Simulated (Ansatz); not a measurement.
# GeF2 (model cell, started as CdI2 type): phonons and vibrational spectra, part 3 of 3

Wanted: phonon frequencies of GeF2 (model cell, started as CdI2 type) and what follows from them.

Ansatz 0.2.0; DFT PBEsol, scalar-relativistic, plane waves, PAW.

So far. Step 4 (Relaxing to small forces for the phonons): The largest force component left is 0.022 meV/Å and the pressure is -0.002 GPa, within the tolerances set. The cell now holds 17.37 Å³/atom. Step 5 (Zone-centre response): Before it was imposed, the acoustic sum rule was missed by 1.0e-4 eV/Å² and the charge sum rule by 3.7e-5 e. Small misses are needed for a sound result but don't prove that mesh and cutoff are converged. The relaxed cell has a = 3.538, c = 4.809 Å (conventional setting).

The structure was built from a prototype and need not be the compound's stable phase.

## 6. Phonons on a q mesh (continued)

Interpolated from a 3×3×2 q mesh, with the LO-TO term (at Γ the limit along the path; where Γ stands inside the path, tables give the limit on arrival). Phonon branches along the path, in cm⁻¹:

```csv
point,branch 1,branch 2,branch 3,branch 4,branch 5,branch 6,branch 7,branch 8,branch 9
Γ,-164,0,0,0,224,224,237,261,391
halfway,-175,-26,58,79,136,189,220,261,371
M,-219,-216,58,114,150,181,202,284,354
halfway,-207,-174,58,118,131,151,206,271,346
K,-195,-101,-101,58,148,148,234,234,341
halfway,-156,-48,55,104,105,158,218,264,362
Γ,-164,0,0,0,224,224,237,261,391
halfway,-163,-163,6,6,9,223,223,261,290
A,-161,-161,8,8,13,222,222,260,291
halfway,-178,23,59,84,125,191,226,254,309
L,-219,-212,66,111,155,180,207,265,350
halfway,-206,-169,68,125,128,157,210,253,341
H,-192,-86,-86,73,155,155,223,223,334
halfway,-159,-8,56,104,109,140,239,250,317
A,-161,-161,8,8,13,222,222,260,291
jump to L,-219,-212,66,111,155,180,207,265,350
halfway,-219,-214,63,112,152,180,204,276,352
M,-219,-216,58,114,150,181,202,284,354
jump to H,-192,-86,-86,73,155,155,223,223,334
halfway,-193,-94,-94,66,151,151,229,229,337
K,-195,-101,-101,58,148,148,234,234,341
```

The phonon branches as a text plot (rows in cm⁻¹):

```
    378 |****             ****
    353 |    *************              *****           ****    *
    327 |                              *     ******         ****
    302 |                     ******  *            *  **
    276 |    ******    **           **    *         **  ****
    251 |****      ****  ***********  **** **   ****  **
    226 |*****     ***  ************ ****    ***** *****    *****
    200 | *** *****   **   *        ***  ****        *  ****
    175 |    *****        **           *****        *   ****
    149 |     *************         **  ********** **   *********
    124 |   **  ***   **              **  ***   ***      ***
     99 |     **        ***             **        ** *  *
     73 |   ***        *   *         *************  *   **  ****
     48 | ***  ************         ***         * ****    **    *
     22 |***              ***   ***** *            *****
     -3 |*                  *******          *         *
    -28 |   *         *
    -54 |                *                     *
    -79 |           **                 *      *             **
   -105 |    *      **  *                      ** *           ***
   -130 |             **           *         *   *    *
   -155 |***  *    *   **************             ******
   -181 |   **    *   *              ****   * ****          ***
   -206 |     ********                  ******          ****   **
         Γ      M   K        Γ    A       L   H       A|L  M|H  K
```

The phonon density of states has structure finer than the step of the table below, so its rows give means over 25 cm⁻¹, whole bins alone (the curve runs from -218 to 392 cm⁻¹). Peaks (cm⁻¹: height): -192.5: 0.0266, -162.5: 0.0413, 62.5: 0.0602, 152.5: 0.0636, 212.5: 0.0471, 262.5: 0.0656, 342.5: 0.0363.

Tetrahedra on a 21×21×14 mesh, mean over bins of 5 cm-1. Interpolated from a 3×3×2 q mesh. The phonon density of states by wavenumber; means over each step:

```csv
wavenumber (cm⁻¹),phonon density of states (1/cm⁻¹/cell)
-200,0.0200
-175,0.0234
-150,0.0114
-125,0.00683
-100,0.00272
-75,0.00220
-50,0.00196
-25,0.00178
0,0.00318
25,0.0137
50,0.0262
75,0.0226
100,0.0198
125,0.0238
150,0.0341
175,0.0164
200,0.0196
225,0.0283
250,0.0210
275,0.0199
300,0.00322
325,0.00927
350,0.0240
375,0.00245
```

The partial phonon density of states has structure finer than the step of the table below, so its rows give means over 20 cm⁻¹, whole bins alone (the curve runs from -228 to 412 cm⁻¹). Peaks (cm⁻¹: height): F -195.8: 0.0200, -163.6: 0.0216, 150.3: 0.0319, 178.4: 0.0195, 214.7: 0.0367, 262.9: 0.0323, 343.4: 0.0299; Ge -163.6: 0.00956, 29.5: 0.0115, 61.7: 0.0451, 150.3: 0.0135, 262.9: 0.0138.

Phonopy on the run's constants, 19x19x11 mesh, Gaussian sigma 4.6 cm-1. Interpolated from a 3×3×2 q mesh. Table of partial phonon density of states by wavenumber; means over each step; values in 1/cm⁻¹/cell:

```csv
wavenumber (cm⁻¹),F,Ge
-200,0.0170,0.00275
-180,0.0158,0.00460
-160,0.0151,0.00628
-140,0.00599,0.00121
-120,0.00533,9.8e-4
-100,0.00213,3.1e-4
-80,0.00248,4.3e-4
-60,0.00106,2.6e-4
-40,0.00190,6.5e-4
-20,0.00132,6.4e-4
0,8.8e-4,0.00118
20,0.00457,0.00746
40,0.00472,0.00825
60,0.00739,0.0316
80,0.00832,0.0104
100,0.00743,0.00995
120,0.0125,0.0117
140,0.0191,0.0107
160,0.0217,0.00546
180,0.0153,6.2e-4
200,0.0180,0.00150
220,0.0283,0.00579
240,0.00751,0.00446
260,0.0228,0.0114
280,0.00640,0.00493
300,0.00242,7.3e-4
320,0.00463,8.8e-4
340,0.0241,0.00200
360,0.00986,0.00176
380,0.00109,5.0e-4
400,8.9e-5,4.5e-5
```

Symmetry leaves 6 wavevectors to solve. The lowest mode among them, the acoustic zeros apart, lies at q = (0.333, 0.333, 0) and is imaginary, 194.9i cm⁻¹, so the energy falls along it. Between them the interpolated path dips to 219i cm⁻¹.

## 7. Isotope substitution

An isotope changes the mass and not the force constants, so no new electronic calculation is needed; the shifts show which modes move this element.

The same force constants with the mass of Ge changed from 72.630 to 75.921 u (phonopy, no LO-TO term). Both lists are sorted by frequency; levels can cross, so a row need not hold one and the same mode. Modes under 3 cm⁻¹ are left out. Isotope shifts, by row:

```csv
q,rank,natural mass (cm⁻¹),changed mass (cm⁻¹)
0 0 0,1,-164.2,-163
0 0 0,2,-164.2,-163
0 0 0,6,223.6,223.6
0 0 0,7,223.6,223.6
0 0 0,8,237.1,235.3
0 0 0,9,261.1,261.1
0 0 -0.5,1,-161.1,-159.8
0 0 -0.5,2,-161.1,-159.8
0 0 -0.5,3,8.5,8.38
0 0 -0.5,4,8.5,8.38
0 0 -0.5,5,12.98,12.79
0 0 -0.5,6,221.7,221.7
0 0 -0.5,7,221.7,221.7
0 0 -0.5,8,260.4,260.4
0 0 -0.5,9,290.6,288.4
0 0.3333 0,1,-192.1,-190.6
0 0.3333 0,2,-133.6,-133.3
0 0.3333 0,3,62.28,61.12
0 0.3333 0,4,85.72,84.53
0 0.3333 0,5,139,137.7
0 0.3333 0,6,180.8,180.7
0 0.3333 0,7,210.7,210.2
0 0.3333 0,8,268.7,266.8
0 0.3333 0,9,361.2,359.6
0 0.3333 -0.5,1,-192.9,-191.5
0 0.3333 -0.5,2,-133.6,-133.4
0 0.3333 -0.5,3,67.57,66.37
0 0.3333 -0.5,4,84.24,83.05
0 0.3333 -0.5,5,129.7,128.8
0 0.3333 -0.5,6,182.6,182.4
0 0.3333 -0.5,7,227.9,226.6
0 0.3333 -0.5,8,249.4,247.1
0 0.3333 -0.5,9,335.5,334.7
```

A mode of this element alone would shift by -2.19 %. The highest zone-centre frequency without the field goes from 261.1 to 261.1 cm⁻¹ (+0.0 %).

## 8. What came out

```yaml
space_group_after_relaxation_within_0p01_a: P-3m1
volume_per_atom: 17.4 Å³
gap_on_the_k_mesh: 2.21 eV
highest_optical_mode_at_the_zone_centre_no_lo_to_term: 261 cm⁻¹
top_of_the_zone_centre_spectrum_with_the_field: 391 cm⁻¹
lowest_optical_zone_centre_mode: -164 cm⁻¹
mean_high_frequency_dielectric_constant: 3.04
largest_born_charge_third_of_the_trace: 3.13 e
lowest_mode_on_the_q_mesh_acoustic_modes_at_gamma_apart: -195 cm⁻¹
highest_frequency_on_the_path_or_at_a_solved_wavevector: 391 cm⁻¹
imaginary_modes_on_the_3x3x2_q_mesh: yes
```

What this shows: Modes are clearly imaginary (beyond 10i cm⁻¹) at 6 of the 6 irreducible wavevectors, most at q = (0.333, 0.333, 0) (194.9i cm⁻¹), so this structure is not a minimum of the energy. Without the field, the optical modes at Γ span -164 to 261 cm⁻¹ (negative means imaginary). The highest mode in this list at Γ, 261.1 cm⁻¹, is mostly motion of F (100 % of the kinetic energy). With the macroscopic field of the longitudinal modes the top of the zone-centre spectrum lies at 391 cm⁻¹, against 261 cm⁻¹ without it. Among the real modes, the strongest infrared line is at 237 cm⁻¹. Averaged over orientations, the strongest Raman line at 532 nm and 300 K is at 261 cm⁻¹. The tensors are the static, non-resonant ones, while 532 nm light (2.33 eV) lies above the computed gap. The program warns that the interpolation holds no quadrupole term, so branches close to Γ can be off in this crystal. The starting cell was built on a prototype and not taken from a measurement, so the phase need not exist. These are harmonic frequencies at zero temperature: anharmonic shifts, linewidths and thermal expansion are left out.

[Logs are printed without paths, hosts, clocks, repeated set-up lines and the standing remarks that a program may print on its own settings, such as how far it seeks lower states.]

[Hosts, paths, dates, database ids (printed as entryN), source tags and the programs' standing remarks are cut or masked in the printed files.]
